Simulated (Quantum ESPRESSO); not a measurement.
# Collinear magnetic orders of BaCoSO with Quantum ESPRESSO, part 2 of 2

Does BaCoSO prefer parallel or opposed moments?

Quantum ESPRESSO 7.5; LDA with U = 3.5 eV on Co d (ortho-atomic projectors); plane waves with GBRV 1.5 LDA potentials, no spin-orbit coupling.

So far, absolute magnetization (μB): step 2 (run 1 (ferro ++)) 6.02.

### 3. Run 2 (antiferro +−)

Input file pw.in:

```
&CONTROL
  calculation = 'scf'
  prefix = 'pwscf'
  outdir = './tmp'
  pseudo_dir = './pseudo'
  disk_io = 'nowf'
/
&SYSTEM
  ibrav = 0
  celldm(1) = 8
  nat = 8
  ntyp = 5
  ecutwfc = 40
  ecutrho = 280
  nbnd = 51
  occupations = 'smearing'
  smearing = 'fd'
  degauss = 0.00367493
  nspin = 2
  starting_magnetization(1) = 0
  starting_magnetization(2) = 0.1765
  starting_magnetization(3) = -0.1765
  starting_magnetization(4) = 0
  starting_magnetization(5) = 0
/
&ELECTRONS
  conv_thr = 1.6d-08
  electron_maxstep = 150
  mixing_beta = 0.3
/
ATOMIC_SPECIES
Ba    137.3270 ba_lda_v1.uspp.F.UPF
Co1    58.9332 co_lda_v1.2.uspp.F.UPF
Co2    58.9332 co_lda_v1.2.uspp.F.UPF
S      32.0600 s_lda_v1.4.uspp.F.UPF
O      15.9990 o_lda_v1.2.uspp.F.UPF
CELL_PARAMETERS alat
   0.4766149123648   -1.5252208681147    0.0000000000000
   0.4766149123648    1.5252208681147    0.0000000000000
   0.0000000000000    0.0000000000000    1.4597057168843
ATOMIC_POSITIONS crystal
Ba      0.6136220000    0.3863780000    0.2500000000
Ba      0.3863780000    0.6136220000    0.7500000000
Co1     0.9056390000    0.0943610000    0.2500000000
Co2     0.0943610000    0.9056390000    0.7500000000
S       0.3095670000    0.6904330000    0.2500000000
S       0.6904330000    0.3095670000    0.7500000000
O       0.0000000000    0.0000000000    0.5000000000
O       0.0000000000    0.0000000000    0.0000000000
K_POINTS automatic
6 6 6 0 0 0
HUBBARD {ortho-atomic}
U Co1-3d 3.5000
U Co2-3d 3.5000
```

Command:

```bash
$ OMP_NUM_THREADS=1 mpirun -n 4 pw.x -nk 4 -in pw.in > pw.out
```

Output:

```text
[banner, memory and clock lines left out]
Program PWSCF v.7.5 starts

     Message from routine setup:
     using ibrav=0 with symmetry is DISCOURAGED, use correct ibrav instead

     bravais-lattice index     =            0
     lattice parameter (alat)  =       8.0000  a.u.
     unit-cell volume          =    1086.5898 (a.u.)^3
     number of atoms/cell      =            8
     number of atomic types    =            5
     number of electrons       =        78.00
     number of Kohn-Sham states=           51
     kinetic-energy cutoff     =      40.0000  Ry
     charge density cutoff     =     280.0000  Ry
     scf convergence threshold =      1.6E-08
     mixing beta               =       0.3000
     number of iterations used =            8  plain     mixing
     Exchange-correlation= SLA  PZ   NOGX NOGC
                           (   1   1   0   0   0   0   0)
     Hubbard projectors: ortho-atomic
     Hubbard parameters of DFT+U (Dudarev formulation) in eV:
     U(Co1-3d) =  3.5000
     U(Co2-3d) =  3.5000

     Internal variables: lda_plus_u =T, lda_plus_u_kind = 0

     Internal variables: orbital_resolved =F, hub_pot_fix =F, apply_U = F

     celldm(1)=   8.000000  celldm(2)=   0.000000  celldm(3)=   0.000000
     celldm(4)=   0.000000  celldm(5)=   0.000000  celldm(6)=   0.000000

     crystal axes: (cart. coord. in units of alat)
               a(1) = (   0.476615  -1.525221   0.000000 )
               a(2) = (   0.476615   1.525221   0.000000 )
               a(3) = (   0.000000   0.000000   1.459706 )

     reciprocal axes: (cart. coord. in units 2 pi/alat)
               b(1) = (  1.049065 -0.327821  0.000000 )
               b(2) = (  1.049065  0.327821 -0.000000 )
               b(3) = ( -0.000000  0.000000  0.685070 )

     PseudoPot. # 1 for Ba read from file:
     ba_lda_v1.uspp.F.UPF
     Pseudo is Ultrasoft + core correction, Zval = 10.0

     PseudoPot. # 2 for Co read from file:
     co_lda_v1.2.uspp.F.UPF
     Pseudo is Ultrasoft + core correction, Zval = 17.0

     PseudoPot. # 3 for Co read from file:
     co_lda_v1.2.uspp.F.UPF
     Pseudo is Ultrasoft + core correction, Zval = 17.0

     PseudoPot. # 4 for S  read from file:
     s_lda_v1.4.uspp.F.UPF
     Pseudo is Ultrasoft + core correction, Zval =  6.0

     PseudoPot. # 5 for O  read from file:
     o_lda_v1.2.uspp.F.UPF
     Pseudo is Ultrasoft + core correction, Zval =  6.0

     atomic species   valence    mass     pseudopotential
     Ba               10.00   137.32700     Ba( 1.00)
     Co1              17.00    58.93320     Co( 1.00)
     Co2              17.00    58.93320     Co( 1.00)
     S                 6.00    32.06000     S ( 1.00)
     O                 6.00    15.99900     O ( 1.00)

     Starting magnetic structure
     atomic species   magnetization
     Ba              0.000
     Co1             0.176
     Co2            -0.176
     S               0.000
     O               0.000

      4 Sym. Ops. (no inversion) found ( 2 have fractional translation)

   Cartesian axes

     site n.     atom                  positions (alat units)
         1        Ba     tau(   1) = (   0.4766149  -0.3465973   0.3649264  )
         2        Ba     tau(   2) = (   0.4766149   0.3465973   1.0947793  )
         3        Co1    tau(   3) = (   0.4766149  -1.2373781   0.3649264  )
         4        Co2    tau(   4) = (   0.4766149   1.2373781   1.0947793  )
         5        S      tau(   5) = (   0.4766149   0.5809048   0.3649264  )
         6        S      tau(   6) = (   0.4766149  -0.5809048   1.0947793  )
         7        O      tau(   7) = (   0.0000000   0.0000000   0.7298529  )
         8        O      tau(   8) = (   0.0000000   0.0000000   0.0000000  )

     number of k points=    52  Fermi-Dirac smearing, width (Ry)=  0.0037
                       cart. coord. in units 2pi/alat
        k(    1) = (   0.0000000   0.0000000   0.0000000), wk =   0.0046296
        k(    2) = (   0.0000000   0.0000000   0.1141783), wk =   0.0092593
        k(    3) = (   0.0000000   0.0000000   0.2283565), wk =   0.0092593
        k(    4) = (   0.0000000   0.0000000  -0.3425348), wk =   0.0046296
        k(    5) = (   0.1748442   0.0546369   0.0000000), wk =   0.0185185
        [... 47 further k-points ...]

     Dense  grid:    85979 G-vectors     FFT dimensions: (  72,  72,  64)

     Smooth grid:    37137 G-vectors     FFT dimensions: (  54,  54,  48)

     Check: negative core charge=   -0.000013
     Generating pointlists ...
     new r_m :   0.2859 (alat units)  2.2874 (a.u.) for type    1
     new r_m :   0.1917 (alat units)  1.5338 (a.u.) for type    2
     new r_m :   0.1917 (alat units)  1.5338 (a.u.) for type    3
     new r_m :   0.2308 (alat units)  1.8464 (a.u.) for type    4
     new r_m :   0.1917 (alat units)  1.5338 (a.u.) for type    5

     Initial potential from superposition of free atoms

     starting charge      75.9745, renormalised to      78.0000

     negative rho (up, down):  1.007E-01 1.007E-01

     STARTING HUBBARD OCCUPATIONS:

     =================== HUBBARD OCCUPATIONS ===================
     ------------------------ ATOM    3 ------------------------
     Tr[ns(  3)] (up, down, total) =   5.00000  2.00000  7.00000
     Atomic magnetic moment for atom   3 =   3.00000
     [... lines left out ...]
     ------------------------ ATOM    4 ------------------------
     Tr[ns(  4)] (up, down, total) =   2.00000  5.00000  7.00000
     Atomic magnetic moment for atom   4 =  -3.00000
     [... lines left out ...]
     Number of occupied Hubbard levels =   14.0000

     Atomic wfc used for Hubbard projectors are orthogonalized

     Starting wfcs are   68 randomized atomic wfcs

     Self-consistent Calculation

     iteration #  1     ecut=    40.00 Ry     beta= 0.30
     Davidson diagonalization with overlap
     ethr =  1.00E-02,  avg # of iterations =  2.7

     =================== HUBBARD OCCUPATIONS ===================
     ------------------------ ATOM    3 ------------------------
     Tr[ns(  3)] (up, down, total) =   4.65734  0.73140  5.38874
     Atomic magnetic moment for atom   3 =   3.92594
     [... lines left out ...]
     ------------------------ ATOM    4 ------------------------
     Tr[ns(  4)] (up, down, total) =   0.73133  4.65747  5.38881
     Atomic magnetic moment for atom   4 =  -3.92614
     [... lines left out ...]
     Number of occupied Hubbard levels =   10.7775

     negative rho (up, down):  9.534E-02 9.534E-02

     total energy              =    -846.93772150 Ry
     estimated scf accuracy    <       9.70663390 Ry

     total magnetization       =    -0.00 Bohr mag/cell
     absolute magnetization    =     8.34 Bohr mag/cell

     iteration #  2     ecut=    40.00 Ry     beta= 0.30
     Davidson diagonalization with overlap
     ethr =  1.00E-02,  avg # of iterations =  3.4

     negative rho (up, down):  9.448E-02 9.448E-02

     total energy              =    -848.43207282 Ry
     estimated scf accuracy    <      21.21998092 Ry

     total magnetization       =     0.00 Bohr mag/cell
     absolute magnetization    =     0.94 Bohr mag/cell

     [... further iterations left out ...]

     iteration # 51     ecut=    40.00 Ry     beta= 0.30
     Davidson diagonalization with overlap
     ethr =  2.85E-10,  avg # of iterations =  3.9

     negative rho (up, down):  9.012E-02 9.014E-02

     total energy              =    -850.38610697 Ry
     estimated scf accuracy    <       0.00000027 Ry

     total magnetization       =    -0.02 Bohr mag/cell
     absolute magnetization    =     5.51 Bohr mag/cell

     iteration # 52     ecut=    40.00 Ry     beta= 0.30
     Davidson diagonalization with overlap
     ethr =  2.85E-10,  avg # of iterations =  2.0

     negative rho (up, down):  9.012E-02 9.014E-02

     Magnetic moment per site  (integrated on atomic sphere of radius R)
     atom   1 (R=0.286)  charge=  7.0386  magn=  0.0027
     atom   2 (R=0.286)  charge=  7.0377  magn= -0.0021
     atom   3 (R=0.192)  charge= 14.2596  magn=  2.2436
     atom   4 (R=0.192)  charge= 14.2347  magn= -2.3217
     atom   5 (R=0.231)  charge=  3.9838  magn=  0.1054
     atom   6 (R=0.231)  charge=  3.9987  magn= -0.0649
     atom   7 (R=0.192)  charge=  5.3137  magn=  0.0131
     atom   8 (R=0.192)  charge=  5.3137  magn=  0.0131

     End of self-consistent calculation

     =================== HUBBARD OCCUPATIONS ===================
     ------------------------ ATOM    3 ------------------------
     Tr[ns(  3)] (up, down, total) =   4.90835  2.50090  7.40925
     Atomic magnetic moment for atom   3 =   2.40746
     [... lines left out ...]
     ------------------------ ATOM    4 ------------------------
     Tr[ns(  4)] (up, down, total) =   2.39955  4.91891  7.31846
     Atomic magnetic moment for atom   4 =  -2.51936
     [... lines left out ...]
     Number of occupied Hubbard levels =   14.7277

     Number of k-points >= 100: set verbosity='high' to print the bands.

     the Fermi energy is     8.9469 ev

!    total energy              =    -850.38610717 Ry
     estimated scf accuracy    <       0.00000001 Ry
     smearing contrib. (-TS)   =      -0.00206184 Ry
     internal energy E=F+TS    =    -850.38404533 Ry

     The total energy is F=E-TS. E is the sum of the following terms:
     one-electron contribution =    -609.95240083 Ry
     hartree contribution      =     339.03642899 Ry
     xc contribution           =    -151.14009271 Ry
     ewald contribution        =    -428.49799722 Ry
     Hubbard energy            =       0.17001644 Ry

     total magnetization       =    -0.02 Bohr mag/cell
     absolute magnetization    =     5.51 Bohr mag/cell

     convergence has been achieved in  52 iterations
```

It took 15 min on 4 MPI ranks of Arm Neoverse V1, shared host; peak memory 1.6 GiB; 61 min of CPU time.

Spin moment in the atom's sphere by atom:

| atom | spin moment in the atom's sphere (μB) |
| --- | --- |
| Ba1 | 0.00 |
| Ba2 | 0.00 |
| Co3 | 2.24 |
| Co4 | -2.32 |
| S5 | 0.11 |
| S6 | -0.06 |
| O7 | 0.01 |
| O8 | 0.01 |

Read from the output:

```
smearing term TS       : 0.02805 eV
magnetization          : -0.022 μB
absolute magnetization : 5.506 μB
final state            : antiferromagnetic
```

### 4. The states side by side

An order is kept where moments of 0.15 μB or more survive with the typed signs; meshes match where a doubled cell samples the same k points as the first cell.

Orders:

| start | final state | typed order kept | energy over the lowest (meV a seeded atom) | largest site moment (μB) | net moment (μB a cell of the first run) | mesh matched | CPU time (s) |
| --- | --- | --- | --- | --- | --- | --- | --- |
| ferro ++ | ferromagnetic | yes | 0 | 2.369 | 6 | yes | 1584 |
| antiferro +- | antiferromagnetic | yes | 489.1 | 2.322 | 0.02238 | yes | 3656 |

### 5. Fillings of the first corrected shells

| start | type | spin | occupation numbers |
| --- | --- | --- | --- |
| ferro ++ | Co | up | 0.981 0.982 0.986 0.993 0.993 |
| ferro ++ | Co | down | 0.148 0.157 0.159 0.964 0.973 |
| ferro ++ | Co | up | 0.981 0.982 0.986 0.993 0.993 |
| ferro ++ | Co | down | 0.148 0.157 0.159 0.964 0.973 |
| antiferro +- | Co1 | up | 0.972 0.976 0.978 0.990 0.992 |
| antiferro +- | Co1 | down | 0.153 0.179 0.390 0.813 0.966 |
| antiferro +- | Co2 | up | 0.121 0.171 0.172 0.956 0.979 |
| antiferro +- | Co2 | down | 0.976 0.978 0.982 0.989 0.994 |

### 6. Results

```json
{"moments, largest by run": "2.37, 2.32 μB", "spread of the energies of the runs with moments": "489 meV a seeded atom"}
```

**Reading.** Under a U these runs seem to end in unlike orbital states: the fillings of their corrected shells differ, or their energies lie too far apart for exchange alone. The differences are then no exchange energies, and the ranking says little of the magnetic order. Seeding all runs from one set of occupation matrices is the usual remedy.

[Logs and program files are shortened in this print: banners, set-up blocks, solver, clock and traceback lines can be left out without a mark of their own.]

[Logs are printed without paths, hosts, clocks, repeated set-up lines and the standing remarks that a program may print on its own settings, such as how far it seeks lower states.]

[Hosts, paths, dates, database ids (printed as entryN), source tags and the programs' standing remarks are cut or masked in the printed files.]

[Where a cell is said to come from a database of computed structures, the database is the Materials Project.]
